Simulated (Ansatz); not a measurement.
# AlBiSe3 (model cell, started as cubic perovskite with Al in the octahedra): a soft mode frozen in

Wanted: the energy along a soft mode of AlBiSe3 (model cell, started as cubic perovskite with Al in the octahedra) and the structure at the end.

Main program and level: Ansatz 0.2.0; DFT PBEsol, scalar-relativistic, plane waves, PAW.

Report form: the programs' logs are mostly left out.

The structure was built from a prototype and need not be the compound's stable phase.

**1. Starting point**

It takes space group Pm-3m (No. 221, cubic). The conventional cell has a = 4.853 Å, b = 4.853 Å, c = 4.853 Å, α = 90.00°, β = 90.00°, γ = 90.00°. Bi has 12 Se at 3.43 Å nearest. Nearest to Al lie 6 Se at 2.43 Å. Nearest to Se lie 2 Al at 2.43 Å and 4 Bi at 3.43 Å. Farther neighbours and most contacts between anions are not listed.

**2. Response at finite wavevector**

The cell comes from relaxations at this level that are not shown. Stability and thermal properties need the whole zone. Linear response on a 2×2×2 q mesh gives force constants as far as a supercell of that size would.

input.yaml reads:

```yaml
crystal:
  lattice:
    - [4.8529979444, 0.0, 0.0]
    - [0.0, 4.8529979444, 0.0]
    - [0.0, 0.0, 4.8529979444]
  atoms:
    - { symbol: Bi, position: [0.0, 0.0, 0.0] }
    - { symbol: Al, position: [0.5, 0.5, 0.5] }
    - { symbol: Se, position: [0.5, 0.5, 0.0] }
    - { symbol: Se, position: [0.5, 0.0, 0.5] }
    - { symbol: Se, position: [0.0, 0.5, 0.5] }
kpoints:
  mp_grid: { grid: [6, 6, 6] }
hamiltonian:
  xc: pbesol
scf:
  occupations: { method: methfessel_paxton, width: 0.15 }
output:
  eigenvalues: true
phonons:
  method: dfpt
  qmesh: [2, 2, 2]
  temperatures: { t_max: 1000, t_step: 50 }
  qpath:
    path:
      - [[0.0, 0.0, 0.0], [0.0, 0.5, 0.0], [0.5, 0.5, 0.0], [0.0, 0.0, 0.0], [0.5, 0.5, 0.5], [0.0, 0.5, 0.0]]
      - [[0.5, 0.5, 0.5], [0.5, 0.5, 0.0]]
    npoints: 10
```

Started as:

```sh
ansatz run input.yaml --threads 8 --pin off --max-ram 14336MiB --backend cpu --events-out ev --progress --plain --runs-dir out
```

Elapsed: 1.7 min, on 8 threads of Intel Xeon 6975P-C (Granite Rapids), shared host; peak memory 1.4 GiB.

This step gave:

| Quantity | Value |
| --- | --- |
| volume per atom | 22.86 Å³ |
| gap on the k-mesh | 0 eV |
| sum-rule residual before enforcement | 1.15e-4 eV/Å² |
| lowest frequency on the path | -156.9 cm⁻¹ |
| point group | m-3m |
| highest frequency on the path or at a solved wavevector | 341.0 cm⁻¹ |
| highest optical mode at the zone centre (no LO-TO term) | 339.9 cm⁻¹ |
| lowest optical zone-centre mode | -114.2 cm⁻¹ |
| lowest mode on the q mesh (acoustic modes at Γ apart) | -156.9 cm⁻¹ |

Frequencies (cm⁻¹) solved at each irreducible wavevector; negative means imaginary. Frequencies by wavevector, by row:

```csv
q in reciprocal lattice units,star,mode 1,mode 2,mode 3,mode 4,mode 13,mode 14,mode 15
0 0 0,1,-114.2,-114.2,-114.2,-110.2,339.9,339.9,339.9
0 0 -0.5,3,-143.8,-102,-102,-101.5,303.4,339,339
0 -0.5 -0.5,3,-156.9,-122.6,-122.6,-77.9,308.7,308.7,341
-0.5 -0.5 -0.5,1,-148,-148,-148,-90.8,319.8,319.8,319.8
```

Interpolated from a 2×2×2 q mesh. The phonon branches at the labelled points (cm⁻¹):

```csv
point,branch 1,branch 2,branch 3,branch 4,branch 12,branch 13,branch 14,branch 15
Γ,-114,-114,-114,-110,49,340,340,340
halfway,-130,-108,-108,-106,150,328,339,339
X,-144,-102,-102,-102,223,303,339,339
halfway,-149,-117,-114,-92,224,306,329,340
M,-157,-123,-123,-78,244,309,309,341
halfway,-138,-114,-113,-100,164,326,331,340
Γ,-114,-114,-114,-110,49,340,340,340
halfway,-138,-123,-123,-98,179,327,327,334
R,-148,-148,-148,-91,261,320,320,320
halfway,-147,-130,-123,-95,227,310,328,334
X,-144,-102,-102,-102,223,303,339,339
jump to R,-148,-148,-148,-91,261,320,320,320
halfway,-152,-134,-134,-92,246,314,314,333
M,-157,-123,-123,-78,244,309,309,341
```

Symmetry leaves 4 wavevectors to solve. The lowest mode among them, the acoustic zeros apart, lies at q = (0, -0.5, -0.5) and is imaginary, 156.9i cm⁻¹, so the energy falls along it.

**3. The mode frozen in, largest atomic shift 0 Å**

The mode followed lies at q = (0, -0.5, -0.5) with frequency 156.9i cm⁻¹, the softest among the wavevectors solved. At small amplitude the distorted cell has space group no. 127 by a symmetry search on the positions. The undistorted cell that holds it gives the zero of energy on the same k mesh.

System of this step: AlBiSe3 (model cell, started as cubic perovskite with Al in the octahedra). Symmetry: Pm-3m, No. 221, cubic system. The conventional cell has a = 4.853 Å, b = 4.853 Å, c = 4.853 Å, α = 90.00°, β = 90.00°, γ = 90.00°. Nearest to Bi lie 12 Se at 3.43 Å. Al has 6 Se at 2.43 Å nearest. Nearest to Se lie 2 Al at 2.43 Å and 4 Bi at 3.43 Å. Se has 2 Al at 2.43 Å and 4 Bi at 3.43 Å nearest. Farther neighbours and most contacts between anions are not listed.

input.yaml reads:

```yaml
crystal:
  lattice:
    - [-4.8529979444, 0.0, 0.0]
    - [0.0, -4.8529979444, -4.8529979444]
    - [0.0, -4.8529979444, 4.8529979444]
  atoms:
    - { symbol: Bi, position: [0.0, 1.0, 0.0] }
    - { symbol: Bi, position: [0.0, 0.5, 0.5] }
    - { symbol: Al, position: [0.5, 0.0, 0.5] }
    - { symbol: Al, position: [0.5, 0.5, 0.0] }
    - { symbol: Se, position: [0.5, 0.75, 0.75] }
    - { symbol: Se, position: [0.5, 0.25, 0.25] }
    - { symbol: Se, position: [0.5, 0.75, 0.25] }
    - { symbol: Se, position: [0.5, 0.25, 0.75] }
    - { symbol: Se, position: [1.0, 0.0, 0.5] }
    - { symbol: Se, position: [1.0, 0.5, 0.0] }
kpoints:
  mp_grid: { grid: [6, 6, 6] }
hamiltonian:
  xc: pbesol
scf:
  occupations: { method: methfessel_paxton, width: 0.15 }
output:
  forces: true
  stress: true
  eigenvalues: true
```

It took 5.2 s on 8 threads; peak memory 1.4 GiB.

Numbers from this step:

| Property | Result |
| --- | --- |
| pressure | -0.06127 GPa |
| energy from the undistorted cell | 0 meV/atom |

The run ends at a pressure of -0.06 GPa.

**4. The mode frozen in, largest atomic shift 0.6 Å**

The atoms are moved along the unstable eigenvector, the largest shift by 0.6 Å, with the cell fixed.

input.yaml, the sections that differ from step 3:

```yaml
crystal:
  lattice:
    - [-4.8529979444, 0.0, 0.0]
    - [0.0, -4.8529979444, -4.8529979444]
    - [0.0, -4.8529979444, 4.8529979444]
  atoms:
    - { symbol: Bi, position: [0.0, 1.0, 0.0] }
    - { symbol: Bi, position: [0.0, 0.5, 0.5] }
    - { symbol: Al, position: [0.5, 0.0, 0.5] }
    - { symbol: Al, position: [0.5, 0.5, 0.0] }
    - { symbol: Se, position: [0.5, 0.6881825413, 0.6881825413] }
    - { symbol: Se, position: [0.5, 0.3118174587, 0.3118174587] }
    - { symbol: Se, position: [0.5, 0.8118174587, 0.1881825413] }
    - { symbol: Se, position: [0.5, 0.1881825413, 0.8118174587] }
    - { symbol: Se, position: [1.0, 0.0, 0.5] }
    - { symbol: Se, position: [1.0, 0.5, 0.0] }
# kpoints, hamiltonian, scf, output: as in step 3
```

Wall time 4.5 s (8 threads); peak memory 1.4 GiB.

This step gave:

```yaml
pressure: 0.2668 GPa
energy_from_the_undistorted_cell: -195.8 meV/atom
```

The energy, extrapolated to zero smearing, is -195.76 meV/atom against the undistorted cell.

The run ends at a pressure of 0.27 GPa, with forces up to 0.39 eV/Å.

**5. Energy along the mode, all amplitudes (two of the runs are shown above)**

An imaginary frequency means negative curvature, so the energy should fall and then rise again as anharmonic terms take over.

This step gave:

- depth at the lowest point sampled: 195.8 meV/atom
- largest atomic shift at that point: 0.6 Å

Energy from the parent against largest atomic shift:

```csv
largest atomic shift (Å),energy from the parent (meV/atom)
0.000,0
0.040,-2.37
0.080,-9.51
0.140,-27.3
0.220,-58.4
0.320,-102
0.450,-156
0.600,-196
```

Displacement at unit largest shift by atom:

```csv
atom,x (Å),y (Å),z (Å),size
Bi1,0.00,0.00,0.00,0.00
Bi2,0.00,0.00,0.00,0.00
Al3,0.00,0.00,0.00,0.00
Al4,0.00,0.00,0.00,0.00
Se5,0.00,1.00,0.00,1.00
Se6,0.00,-1.00,0.00,1.00
Se7,0.00,0.00,-1.00,1.00
Se8,0.00,0.00,1.00,1.00
Se9,0.00,0.00,0.00,0.00
Se10,0.00,0.00,0.00,0.00
```

The lowest of the steps tried is the last one, at 0.6 Å, 196 meV/atom below the parent; the bottom of the well need not coincide with a step.

**6. Relaxation from the frozen mode**

Starting from the lowest point found, all atoms and the cell are let go, so that strain and other modes of the same symmetry can join in.

input.yaml: that of step 4 with these lines changed.

```diff
@@ -26 +26,6 @@
   eigenvalues: true
+relax:
+  adjacent_minimum: "off"
+  f_tol: 0.002
+  max_steps: 120
+  cell: { stress_tol: 0.03 }
```

Elapsed: 31 s, on 8 threads; peak memory 1.5 GiB.

Relaxation path:

```csv
step,energy less that of the first step (eV),largest force component (eV/Å),pressure (GPa),volume (Å³)
1,0.0000,0.3854,0.27,228.59
2,-0.1933,0.3457,1.22,225.78
3,-0.2823,0.0098,-0.40,229.42
4,-0.2861,0.0191,0.16,227.48
5,-0.2865,0.0009,0.00,228.00
6*,-0.2867,0.0009,0.00,228.00
```

Relaxation steps marked * repeat the geometry before them on a plane-wave basis chosen anew for their cell, so energy and pressure can jump there.

Forces are held to the 16 operations that the run works with; a distortion that breaks them can't arise in this run.

```csv
cell as run,before,after,change
a (Å),4.853,5.115,+5.4 %
b (Å),6.863,6.677,-2.7 %
c (Å),6.863,6.677,-2.7 %
volume (Å³/atom),22.86,22.80,-0.3 %
```

The atoms that moved most (Å, as changes of fractional coordinates times the final cell):

```csv
atom,dx,dy,dz,length
Se5,0.000,0.151,0.000,0.151
Se7,0.000,0.000,-0.151,0.151
Se8,0.000,0.000,0.151,0.151
Se6,0.000,-0.151,0.000,0.151
```

Numbers from this step:

```
pressure        : 0.004002 GPa
volume per atom : 22.80 Å³
```

The distorted start has space group P4/mbm; the relaxation ends in P4/mbm.

**7. Modes of the new phase**

A relaxed structure may still be a saddle point, so its zone-centre modes are computed. No field response is asked, since the mesh shows no gap.

input.yaml reads:

```yaml
crystal:
  lattice:
    - [-5.1146229516, 0.0, 0.0]
    - [0.0, -4.7211407413, -4.7211407413]
    - [0.0, -4.7211407413, 4.7211407413]
  atoms:
    - { symbol: Bi, position: [0.0, 1.0, 0.0] }
    - { symbol: Bi, position: [0.0, 0.5, 0.5] }
    - { symbol: Al, position: [0.5, 0.0, 0.5] }
    - { symbol: Al, position: [0.5, 0.5, 0.0] }
    - { symbol: Se, position: [0.5, 0.672196559, 0.672196559] }
    - { symbol: Se, position: [0.5, 0.327803441, 0.327803441] }
    - { symbol: Se, position: [0.5, 0.827803441, 0.172196559] }
    - { symbol: Se, position: [0.5, 0.172196559, 0.827803441] }
    - { symbol: Se, position: [1.0, 0.0, 0.5] }
    - { symbol: Se, position: [1.0, 0.5, 0.0] }
kpoints:
  mp_grid: { grid: [6, 6, 6] }
hamiltonian:
  xc: pbesol
scf:
  occupations: { method: methfessel_paxton, width: 0.15 }
output:
  eigenvalues: true
phonons:
  method: dfpt
```

It took 3.5 min on 8 threads; peak memory 4.9 GiB.

This step gave:

* sum-rule residual before enforcement: 1.07e-4 eV/Å²
* point group: 4/mmm
* highest optical mode at the zone centre (no LO-TO term): 317.7 cm⁻¹
* lowest optical zone-centre mode: -87.3 cm⁻¹

Patterns of degenerate modes are one choice out of their space. Modes at Γ, with each element's share of the kinetic energy (negative means imaginary):

```csv
mode,frequency (cm⁻¹),symmetry,Bi %,Al %,Se %
1,-87.3,Eu,32,0,68
2,-87.3,Eu,32,0,68
3,-73.0,Eu,38,0,62
4,-73.0,Eu,38,0,62
5,-26.6,A2u,56,6,39
6,0.0,acoustic,44,6,50
7,0.0,acoustic,44,6,50
8,0.0,acoustic,44,6,50
9,16.0,B1u,91,0,9
10,32.8,Eu,56,2,43
11,32.8,Eu,56,2,43
12,78.2,Eu,22,16,62
13,78.2,Eu,22,16,62
14,84.3,B1u,9,0,91
15,94.9,A2u,0,43,57
16,101.8,A1u,0,49,51
17,118.2,Eu,8,13,79
18,118.2,Eu,8,13,79
19,127.5,Eg,0,0,100
20,127.5,Eg,0,0,100
21,132.8,B1g,0,0,100
22,133.3,A1g,0,0,100
23,173.4,B2g,0,0,100
24,212.0,A2g,0,0,100
25,217.6,A1u,0,51,49
26,221.6,A2u,0,46,54
27,308.6,Eu,0,92,8
28,308.6,Eu,0,92,8
29,317.7,Eu,0,71,29
30,317.7,Eu,0,71,29
```

Displacements in mode 1 (-87.3 cm⁻¹), the largest set to 1:
```
Bi1  0.00  0.42  0.28
Bi2  0.00 -0.29 -0.40
Al3  0.00 -0.06 -0.01
Al4  0.00  0.01  0.06
Se5  0.00  0.09  0.06
Se6  0.00  0.09  0.06
Se7  0.00 -0.06 -0.09
Se8  0.00 -0.06 -0.09
Se9  0.00  0.60  1.00
Se10 0.00 -0.97 -0.64
```

Displacements in mode 27 (308.6 cm⁻¹), the largest set to 1:
```
Bi1  0.00  0.00  0.02
Bi2  0.00 -0.01 -0.01
Al3  0.00  1.00  0.36
Al4  0.00 -0.92 -0.53
Se5  0.00 -0.06 -0.11
Se6  0.00 -0.06 -0.11
Se7  0.00  0.05  0.12
Se8  0.00  0.05  0.12
Se9  0.00  0.02  0.01
Se10 0.00 -0.02 -0.01
```

Before it was imposed, the acoustic sum rule was missed by 1.1e-4 eV/Å². Small misses are needed for a sound result but don't prove that mesh and cutoff are converged. The lowest optical mode is imaginary, 87.3i cm⁻¹, so the energy falls along it.

**8. Outcome**

- unstable mode of the parent: q = (0, -0.5, -0.5), 157i cm⁻¹
- depth at the lowest point sampled: 196 meV/atom
- largest atomic shift at that point: 0.6 Å
- space group reached (within 0.01 Å): P4/mbm
- energy gained over the parent (first relaxation, on the mesh of the frozen mode): 224 meV/atom
- volume per atom, phase reached: 22.8 Å³
- lowest optical zone-centre mode, phase reached: -87.3 cm⁻¹
- highest optical mode at the zone centre (no LO-TO term), phase reached: 318 cm⁻¹

**Reading.** Along this mode the structure falls into P4/mbm, 224 meV/atom below the parent. At the parent's cell the well is 195.8 meV/atom deep on the steps tried, with its lowest point at a shift of 0.6 Å. That is the last step tried, so the steps alone don't bracket the bottom of the well. Relaxing atoms and cell changes the gain by +28.63 meV/atom against the lowest step (energies at zero smearing). The new phase still has an imaginary mode at the zone centre of its cell, so it is a saddle point on the way to a lower structure. Of the 5 patterns followed to their end from this parent, this one ends 68.9 meV/atom above the lowest, Imma. Each path keeps the symmetry of its pattern, so a lower phase may lie along a pattern not tried. With no gap, or one that is small against the smearing, the frequencies hang on the k mesh and the smearing, most of all near Kohn anomalies. Spin-orbit coupling is left out, which can matter for the heavy elements here. A phonon run warned that its eigensolver left some bands unconverged in a pass. The starting cell was built on a prototype and not taken from a measurement, so the phase need not exist.

[Logs are printed without paths, hosts, clocks, repeated set-up lines and the standing remarks that a program may print on its own settings, such as how far it seeks lower states.]

[Hosts, paths, dates, database ids (printed as entryN), source tags and the programs' standing remarks are cut or masked in the printed files.]
